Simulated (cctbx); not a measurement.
# BaCrH9 with cctbx, script by script

Library: cctbx 2025.11. The data are simulated by the first script.

## 1. Simulate the data

run.py:

```python
from cctbx import adptbx, crystal, miller, sgtbx, xray
from cctbx.array_family import flex
from iotbx.shelx import hklf
from scitbx import matrix
import scitbx.random

cs = crystal.symmetry(unit_cell=(5.134, 5.134, 9.634, 90, 90, 120), space_group_symbol='Hall: -P 6c 2c')  # P6_3/mmc
atoms = [  # label, site, U (iso, or U11 U22 U33 U12 U13 U23 in A^2), occupancy
    ("Ba1", (0, 0, 0), (0.0161, 0.0161, 0.0148, 0.0080, 0.0000, 0.0000), 1),
    ("Cr1", (1/3, 2/3, 0.25), (0.0203, 0.0203, 0.0223, 0.0102, 0.0000, -0.0000), 1),
    ("H1", (0.0633, 0.53165, 0.126), 0.0611, 1),
    ("H2", (0.6926, 0.8463, 0.25), 0.0493, 1),
]
xs = xray.structure(crystal_symmetry=cs)
for label, site, u, occ in atoms:
    u = adptbx.u_cif_as_u_star(cs.unit_cell(), u) if isinstance(u, tuple) else u
    xs.add_scatterer(xray.scatterer(label, site=site, u=u, occupancy=occ))
xs.set_inelastic_form_factors(0.71073, "sasaki")
xs.show_summary()
p1 = xs.expand_to_p1()
ms = miller.build_set(p1, anomalous_flag=True, d_min=0.7)
flex.set_random_seed(328518)
scitbx.random.set_random_seed(328518)
ms = ms.select(flex.random_double(ms.size()) < 0.7)
i = ms.structure_factors_from_scatterers(p1, algorithm="direct").f_calc().as_intensity_array().data()
i = i / flex.sqrt(1 + 0.1 * i / flex.max(i))  # extinction
i = i * 70000 / flex.max(i)
sig = flex.sqrt(i + flex.pow2(0.02 * i) + 4 ** 2)
noise = scitbx.random.variate(scitbx.random.normal_distribution())(i.size())
data = ms.array(data=i + sig * noise, sigmas=sig).set_observation_type_xray_intensity()
with open("data.hkl", "w") as f:
    data.export_as_shelx_hklf(f)
print("reflections written:", data.size(), " <I/sigma> = %.1f" % flex.mean(data.data() / data.sigmas()))
for h, a, b in list(data.sort("data"))[:12]:
    print("%4d%4d%4d %9.1f %7.1f" % (h + (a, b)))
```

```console
$ python run.py
```

```text
Number of scatterers: 4
At special positions: 4
Unit cell: (5.134, 5.134, 9.634, 90, 90, 120)
Space group: P 63/m m c (No. 194)
reflections written: 1911  <I/sigma> = 28.8
  -2   1   0   71173.2  1424.8
   1   1   0   68618.7  1424.8
   0   0   4   68295.3  1347.5
  -1   2   0   68276.4  1424.8
   0   0  -4   65888.8  1347.5
   0  -1   2   63946.2  1256.0
   0   1  -2   62008.7  1256.0
  -1   0   2   61586.9  1256.0
   0  -1  -2   61388.3  1256.0
  -1   1   2   61283.6  1256.0
   1   0  -2   61046.0  1256.0
   0   1   2   60882.1  1256.0
```

Run time: 0.4 s on 1 thread of Arm Neoverse N1 (shared host), peak memory 0.07 GiB.

## 2. Symmetry

run.py:

```python
from cctbx import crystal, sgtbx, statistics
from cctbx.array_family import flex
from iotbx.shelx import hklf

p1 = crystal.symmetry(unit_cell=(5.134, 5.134, 9.634, 90, 90, 120), space_group_symbol="P 1")
raw = hklf.reader(file_name="data.hkl").as_miller_arrays(crystal_symmetry=p1, anomalous=True)[0]
print(raw.size(), "reflections to d = %.3f A" % raw.d_min())
isig = raw.data() / raw.sigmas()
print("centring   violations  <I/sigma> of those")
best = "P"
for c in "ABCIRF":
    a = raw.customized_copy(space_group_info=sgtbx.space_group_info("Hall: %s 1" % c)).sys_absent_flags().data()
    m = flex.mean(isig.select(a))
    print("%5s %10d of %5d %8.1f" % (c, (isig.select(a) > 4).count(True), a.count(True), m))
    if (isig.select(a) > 4).count(True) < 0.01 * a.count(True):
        best = c
raw = raw.select(~raw.customized_copy(space_group_info=sgtbx.space_group_info("Hall: %s 1" % best)).sys_absent_flags().data())
isig = raw.data() / raw.sigmas()
rows = []
for s in sgtbx.space_group_symbol_iterator():
    g = sgtbx.space_group(s)
    if g.conventional_centring_type_symbol() != best or not g.is_compatible_unit_cell(p1.unit_cell(), 1e-3, 0.02):
        continue
    rows.append((s, g))
print("Laue class    unique    Rint  (classes that these axes allow; Friedel mates merged)")
rint = {}
for s, g in rows:
    laue = g.build_derived_patterson_group()
    key = laue.type().hall_symbol()
    if key not in rint:
        m = raw.customized_copy(space_group_info=laue.info(), anomalous_flag=False).merge_equivalents()
        rint[key] = m.r_int()
        print("%-14s %6d %7.3f" % (laue.type().lookup_symbol(), m.array().size(), m.r_int()))
floor = min(rint.values())
good = [(s, g) for s, g in rows if rint[g.build_derived_patterson_group().type().hall_symbol()] < 2 * floor + 0.03]
top = max(g.build_derived_patterson_group().order_z() for s, g in good)
print("space group    extra absences  I>4sigma  <I/sigma>")
for s, g in good:
    laue = g.build_derived_patterson_group()
    if laue.order_z() != top:
        continue
    a = raw.customized_copy(space_group_info=g.info()).sys_absent_flags().data()
    a &= ~raw.customized_copy(space_group_info=laue.info()).sys_absent_flags().data()
    bad = (isig.select(a) > 4).count(True)
    if bad <= 0.03 * a.count(True):
        print("%-16s %8d %10d %9s  %s" % (s.universal_hermann_mauguin(), a.count(True), bad, "%.1f" % flex.mean(isig.select(a)) if a.count(True) else "-", "centric" if g.is_centric() else "acentric"))
laue = max(good, key=lambda t: t[1].build_derived_patterson_group().order_z())[1].build_derived_patterson_group()
f = raw.customized_copy(space_group_info=laue.info(), anomalous_flag=False).merge_equivalents().array().eliminate_sys_absent().f_sq_as_f()
f.set_observation_type_xray_amplitude()
bins = max(3, min(8, f.size() // 12))
f.setup_binner(n_bins=bins)
w = statistics.wilson_plot(f, {e: n / laue.order_z() for e, n in {'Ba': 2.0, 'Cr': 2.0, 'H': 18.0}.items()}, e_statistics=True)
print("Wilson B = %.2f A^2   <|E^2-1|> = %.3f (0.968 centric, 0.736 acentric)   E^2>4: %.1f %%" % (w.wilson_b, w.mean_e_sq_minus_1, w.percent_e_sq_gt_2))
print("shell (A)         n   <I/sigma>")
m = raw.customized_copy(space_group_info=laue.info(), anomalous_flag=False).merge_equivalents().array().eliminate_sys_absent()
for b in m.setup_binner(n_bins=bins).range_used():
    sel = m.binner().selection(b)
    print("%5.2f - %4.2f %6d %8.1f" % (min(m.binner().bin_d_range(b)[0] if m.binner().bin_d_range(b)[0] > 0 else 99, 99), m.binner().bin_d_range(b)[1], sel.count(True), flex.mean((m.data() / m.sigmas()).select(sel))))
```

```console
$ python run.py
```

```text
1911 reflections to d = 0.700 A
centring   violations  <I/sigma> of those
    A        802 of   961     28.5
    B        811 of   965     28.6
    C        791 of   948     28.9
    I        808 of   962     28.6
    R       1066 of  1276     28.6
    F       1202 of  1437     28.7
Laue class    unique    Rint  (classes that these axes allow; Friedel mates merged)
P -1             1232   0.013
P 1 1 2/m         708   0.015
P -3              460   0.016
P -3 1 m          272   0.016
P -3 m 1          301   0.016
P 6/m             249   0.017
P 6/m m m         181   0.017
space group    extra absences  I>4sigma  <I/sigma>
P 6 2 2                 0          0         -  acentric
P 63 2 2               10          0       0.1  acentric
P 6 m m                 0          0         -  acentric
P 63 m c              151          0      -0.0  acentric
P -6 m 2                0          0         -  acentric
P -6 2 m                0          0         -  acentric
P -6 2 c              151          0      -0.0  acentric
P 6/m m m               0          0         -  centric
P 63/m m c            151          0      -0.0  centric
Wilson B = 1.20 A^2   <|E^2-1|> = 0.699 (0.968 centric, 0.736 acentric)   E^2>4: 0.0 %
shell (A)         n   <I/sigma>
 9.63 - 1.40     32     84.9
 1.40 - 1.11     24     95.4
 1.11 - 0.97     22     99.9
 0.97 - 0.88     20     88.0
 0.88 - 0.82     23     72.5
 0.82 - 0.77     20     78.5
 0.77 - 0.73     17     81.6
 0.73 - 0.70     23     72.9
```

Time: 0.44 s.

## 3. Charge flipping

run.py:

```python
import itertools
from cctbx import crystal, maptbx
from cctbx.array_family import flex
from iotbx.shelx import hklf
from smtbx.ab_initio import charge_flipping as cf

cs = crystal.symmetry(unit_cell=(5.134, 5.134, 9.634, 90, 90, 120), space_group_symbol='Hall: -P 6c 2c')  # P6_3/mmc
raw = hklf.reader(file_name="data.hkl").as_miller_arrays(crystal_symmetry=cs, anomalous=True)[0]
merged = raw.eliminate_sys_absent().merge_equivalents()
fo2 = merged.array().set_observation_type_xray_intensity()
f = fo2.average_bijvoet_mates().f_sq_as_f().resolution_filter(d_min=0.7)
p1 = f.expand_to_p1()
p1.setup_binner_counting_sorted(reflections_per_bin=max(40, p1.size() // 12))
work = p1.array(data=p1.data() / p1.amplitude_quasi_normalisations().data())
flex.set_random_seed(77248)
it = cf.weak_reflection_improved_iterator(delta=None, weak_reflection_fraction=0.2)
it.start(work, phases=flex.random_double(p1.size()) * 6.2832, f_000=0)
it.delta = 1.1 * it.rho_map.sigma()
print("cycle      R  skewness")
for n, st in enumerate(itertools.islice(it, 100)):
    if n % 8 == 0:
        print("%5d %6.3f %8.2f" % (n, st.r1_factor(), st.rho_map.skewness()))
rho = p1.phase_transfer(it.f_calc).fft_map().apply_volume_scaling()
polish = cf.low_density_elimination_iterator(constant_rho_c=rho.sigma())
polish.start(f_obs=p1, phases=it.f_calc, f_000=0)
for _ in range(8):
    next(polish)
print("origin shift          correlation  skewness")
maps = []
for fc, shift, cc in itertools.islice(cf.f_calc_symmetrisations(f, polish.f_calc, 0), 4):
    m = f.phase_transfer(fc).fft_map(symmetry_flags=maptbx.use_space_group_symmetry, resolution_factor=0.25).apply_sigma_scaling()
    maps.append((m.skewness(), cc, m))
    print("%6.3f %6.3f %6.3f %10.3f %9.2f" % (tuple(shift) + (cc, m.skewness())))
skew, cc, m = max((t for t in maps if t[1] > maps[0][1] - 0.04), key=lambda t: t[0])
print("taken: symmetry correlation %.3f, skewness %.2f" % (cc, skew))
peaks = m.peak_search(parameters=maptbx.peak_search_parameters(min_distance_sym_equiv=0.9, max_clusters=9)).all()
sps = cs.special_position_settings(min_distance_sym_equiv=0.5)
print("peak      x       y       z  mult  height/sigma")
for k, (x, h) in enumerate(zip(peaks.sites(), peaks.heights())):
    ss = sps.site_symmetry(x)
    print("Q%-3d %7.4f %7.4f %7.4f %4d %8.1f" % ((k + 1,) + tuple(t % 1 for t in ss.exact_site()) + (ss.multiplicity(), h)))
```

```console
$ python run.py
```

```text
cycle      R  skewness
    0  0.525     0.22
    8  0.468     1.31
   16  0.454     1.51
   24  0.476     1.95
   32  0.472     2.38
   40  0.458     4.49
   48  0.435     6.15
   56  0.440     6.25
   64  0.429     6.70
   72  0.419     6.67
   80  0.433     6.40
   88  0.425     6.67
   96  0.425     6.55
origin shift          correlation  skewness
 0.526  0.711  0.141      0.852      9.09
 0.526  0.710  0.391      0.852      9.07
 0.508  0.154  0.360      0.802      1.39
 0.468  0.884 -0.006      0.767      0.50
taken: symmetry correlation 0.852, skewness 9.09
peak      x       y       z  mult  height/sigma
Q1    0.0000  0.0000  0.2500    2     25.7
Q2    0.3333  0.6667  0.9998    4      5.6
Q3    0.2487  0.4974  0.2500    6      2.3
Q4    0.0619  0.3945  0.1173   24      1.7
Q5    0.0001  0.1970  0.2500   12      1.7
Q6    0.3333  0.6667  0.5990    4      1.5
Q7    0.1621  0.3241  0.0493   12      1.2
Q8    0.1516  0.3031  0.5474   12      1.1
Q9    0.0736  0.5368  0.0405   12      1.1
```

Time: 0.89 s.

## 4. Charge flipping

run.py, as its changes from the last script of this kind:

```diff
@@ -13,3 +13,2 @@
-p1.setup_binner_counting_sorted(reflections_per_bin=max(40, p1.size() // 12))
-work = p1.array(data=p1.data() / p1.amplitude_quasi_normalisations().data())
-flex.set_random_seed(77248)
+work = p1
+flex.set_random_seed(77249)
@@ -20,2 +19,2 @@
-for n, st in enumerate(itertools.islice(it, 100)):
-    if n % 8 == 0:
+for n, st in enumerate(itertools.islice(it, 200)):
+    if n % 16 == 0:
```

```console
$ python run.py
```

```text
cycle      R  skewness
    0  0.530     0.52
   16  0.421     4.19
   32  0.177    10.01
   48  0.182     9.78
   64  0.174     9.72
   80  0.177     9.54
   96  0.167     9.56
  112  0.169     9.46
  128  0.168     9.42
  144  0.171     9.50
  160  0.168     9.54
  176  0.169     9.45
  192  0.177     9.45
origin shift          correlation  skewness
 0.653 -0.017  0.002      0.870      7.87
 0.653 -0.016  0.252      0.870      7.98
 0.502  0.349  0.197      0.809      0.65
 0.503  0.349  0.447      0.807      0.67
taken: symmetry correlation 0.870, skewness 7.98
peak      x       y       z  mult  height/sigma
Q1    0.0000  0.0000  0.2500    2     22.0
Q2    0.3333  0.6667  0.5168    4      6.3
Q3    0.9991  0.1969  0.1790   24      1.7
Q4    0.3333  0.6667  0.7500    2      1.7
Q5    0.1279  0.2558  0.5751   12      1.6
Q6    0.0063  0.3159  0.1036   24      1.6
Q7    0.1276  0.5638  0.1457   12      1.5
Q8    0.9986  0.4993  0.2500    6      1.4
Q9    0.1499  0.5750  0.6385   12      1.3
```

Time: 0.91 s.

## 5. Charge flipping

run.py, as its changes from the last script of this kind:

```diff
@@ -13,2 +13,3 @@
-work = p1
-flex.set_random_seed(77249)
+p1.setup_binner_counting_sorted(reflections_per_bin=max(40, p1.size() // 12))
+work = p1.array(data=p1.data() / p1.amplitude_quasi_normalisations().data())
+flex.set_random_seed(77250)
@@ -19,2 +20,2 @@
-for n, st in enumerate(itertools.islice(it, 200)):
-    if n % 16 == 0:
+for n, st in enumerate(itertools.islice(it, 300)):
+    if n % 25 == 0:
```

```console
$ python run.py
```

```text
cycle      R  skewness
    0  0.521     0.16
   25  0.472     1.94
   50  0.429     6.07
   75  0.426     6.59
  100  0.429     6.54
  125  0.438     6.62
  150  0.442     6.39
  175  0.422     6.29
  200  0.433     6.40
  225  0.427     6.40
  250  0.429     6.56
  275  0.432     6.42
origin shift          correlation  skewness
 0.526  0.410  0.480      0.943      9.78
 0.526  0.410  0.230      0.943      9.03
 0.189  0.723  0.485      0.905      8.02
 0.190  0.724  0.235      0.904      8.01
taken: symmetry correlation 0.943, skewness 9.78
peak      x       y       z  mult  height/sigma
Q1    0.0000  0.0000  0.0000    2     25.4
Q2    0.3333  0.6667  0.2500    2     15.5
Q3    0.3333  0.6667  0.7500    2      7.3
Q4    0.0000  0.0000  0.1137    4      1.2
Q5    0.2654  0.5308  0.0068   12      1.2
Q6    0.0000  0.0000  0.2500    2      1.2
Q7    0.0935  0.5468  0.2500    6      1.0
Q8    0.3333  0.6667  0.5812    4      1.0
Q9    0.2137  0.6068  0.1550   12      1.0
```

Time: 0.93 s.

## 6. Refinement (model from the peaks)

run.py:

```python
import math
from cctbx import adptbx, crystal, maptbx, sgtbx, xray
from cctbx.array_family import flex
from cctbx.xray import observations
from iotbx.shelx import hklf
from scitbx.lstbx import normal_eqns_solving
from smtbx import absolute_structure, utils
from smtbx.refinement import constraints, least_squares

cs = crystal.symmetry(unit_cell=(5.134, 5.134, 9.634, 90, 90, 120), space_group_symbol='Hall: -P 6c 2c')  # P6_3/mmc
atoms = [  # label, site, U (iso, or U11 U22 U33 U12 U13 U23 in A^2), occupancy
    ("Ba1", (0, 0, 0), 0.0200, 1),
    ("Cr1", (0.3333, 0.6667, 0.25), 0.0200, 1),
]
xs = xray.structure(crystal_symmetry=cs)
for label, site, u, occ in atoms:
    u = adptbx.u_cif_as_u_star(cs.unit_cell(), u) if isinstance(u, tuple) else u
    xs.add_scatterer(xray.scatterer(label, site=site, u=u, occupancy=occ))
xs.set_inelastic_form_factors(0.71073, "sasaki")
raw = hklf.reader(file_name="data.hkl").as_miller_arrays(crystal_symmetry=cs, anomalous=True)[0]
merged = raw.eliminate_sys_absent().merge_equivalents()
fo2 = merged.array().set_observation_type_xray_intensity()
print("Rint %.3f, %d unique reflections to %.2f A" % (merged.r_int(), fo2.size(), fo2.d_min()))
for sc in xs.scatterers():
    sc.flags.set_grad_site(True)
    sc.flags.set_grad_u_aniso(sc.flags.use_u_aniso())
    sc.flags.set_grad_u_iso(sc.flags.use_u_iso())
obs = fo2.as_xray_observations()
extra = {}
rep = constraints.reparametrisation(xs, [], utils.connectivity_table(xs), **extra)
ls = least_squares.crystallographic_ls(obs, rep, weighting_scheme=least_squares.mainstream_shelx_weighting(a=0, b=0))
print("cycle     R1     wR2    GooF  max shift (A)")
for cycle in range(6):
    ls.build_up()
    r1, wr2, goof = ls.r1_factor(cutoff_factor=2)[0], ls.wR2(), ls.goof()
    old = xs.sites_cart()
    normal_eqns_solving.levenberg_marquardt_iterations(ls, n_max_iterations=3, tau=0.0001, step_threshold=1e-7)
    big = flex.max((xs.sites_cart() - old).norms())
    print("%4d %7.4f %7.4f %7.3f %9.5f" % (cycle + 1, r1, wr2, goof, big))
    ls.build_up(objective_only=True)
    if abs(ls.wR2() - wr2) < 5e-5 and big < 5e-4:
        break
ls.build_up()
print("final R1 %.4f wR2 %.4f GooF %.3f  parameters %d  data/parameter %.1f" % (ls.r1_factor(cutoff_factor=2)[0], ls.wR2(), ls.goof(), ls.n_parameters, fo2.size() / ls.n_parameters))
cov = ls.covariance_matrix_and_annotations()
su = dict(zip(cov.annotations, (math.sqrt(max(v, 0)) for v in cov.matrix.matrix_packed_u_diagonal())))
a2 = cs.unit_cell().reciprocal_parameters()[0] ** -2
print("atom        x        y        z      Ueq    occ   su(xyz)  su(Uiso or U11)")
for sc in xs.scatterers():
    s = max(su.get(sc.label + k, 0) for k in (".x", ".y", ".z"))
    npd = "" if sc.is_positive_definite_u(cs.unit_cell()) else "  NPD"
    print("%-5s %8.5f %8.5f %8.5f %8.4f %6.3f %8.5f %7.4f%s" % ((sc.label,) + sc.site + (sc.u_iso_or_equiv(cs.unit_cell()), sc.occupancy, s, su.get(sc.label + ".uiso", su.get(sc.label + ".u11", 0) * a2), npd)))
fo = fo2.f_sq_as_f()
fc = fo.structure_factors_from_scatterers(xs, algorithm="direct").f_calc()
diff = fo.f_obs_minus_f_calc(1 / math.sqrt(ls.scale_factor()), fc).average_bijvoet_mates()
m = diff.fft_map(symmetry_flags=maptbx.use_space_group_symmetry, resolution_factor=0.25).apply_volume_scaling()
print("difference map: max %.2f min %.2f rms %.2f" % (m.statistics().max(), m.statistics().min(), m.statistics().sigma()))
peaks = m.peak_search(parameters=maptbx.peak_search_parameters(min_distance_sym_equiv=0.6, max_clusters=7)).all()
near = xs.closest_distances(peaks.sites(), distance_cutoff=4)
sps = cs.special_position_settings(min_distance_sym_equiv=0.5)
for k, (x, h) in enumerate(zip(peaks.sites(), peaks.heights())):
    ss = sps.site_symmetry(x)
    print("Q%-3d %7.4f %7.4f %7.4f %4d %7.2f  %.2f A from %s" % ((k + 1,) + tuple(t % 1 for t in ss.exact_site()) + (ss.multiplicity(), h, near.smallest_distances[k], xs.scatterers()[near.i_seqs[k]].label)))
```

```console
$ python run.py
```

```text
Rint 0.017, 157 unique reflections to 0.70 A
cycle     R1     wR2    GooF  max shift (A)
   1  0.0563  0.1391  15.390   0.00000
   2  0.0165  0.0384   4.253   0.00000
final R1 0.0165 wR2 0.0384 GooF 4.253  parameters 2  data/parameter 78.5
atom        x        y        z      Ueq    occ   su(xyz)  su(Uiso or U11)
Ba1    0.00000  0.00000  0.00000   0.0153  1.000  0.00000  0.0001
Cr1    0.33333  0.66667  0.25000   0.0206  1.000  0.00000  0.0002
difference map: max 0.73 min -1.44 rms 0.15
Q1    0.1604  0.3208  0.2500    6    0.74  1.54 A from Cr1
Q2    0.0538  0.5269  0.1251   12    0.73  1.73 A from Cr1
Q3    0.0000  0.0000  0.0000    2    0.57  0.00 A from Ba1
Q4    0.3333  0.6667  0.1997    4    0.51  0.48 A from Cr1
Q5    0.0814  0.1627  0.7500    6    0.14  2.51 A from Ba1
Q6    0.1321  0.2641  0.6265   12    0.10  1.69 A from Ba1
Q7    0.0000  0.0000  0.1062    4    0.10  1.02 A from Ba1
```

It took 0.51 s on 1 thread of Arm Neoverse N1, on a shared host, peak memory 0.09 GiB.

Figures of merit this high mean that the model is still wrong or incomplete.

[Logs are printed without paths, hosts, clocks, repeated set-up lines and the standing remarks that a program may print on its own settings, such as how far it seeks lower states.]
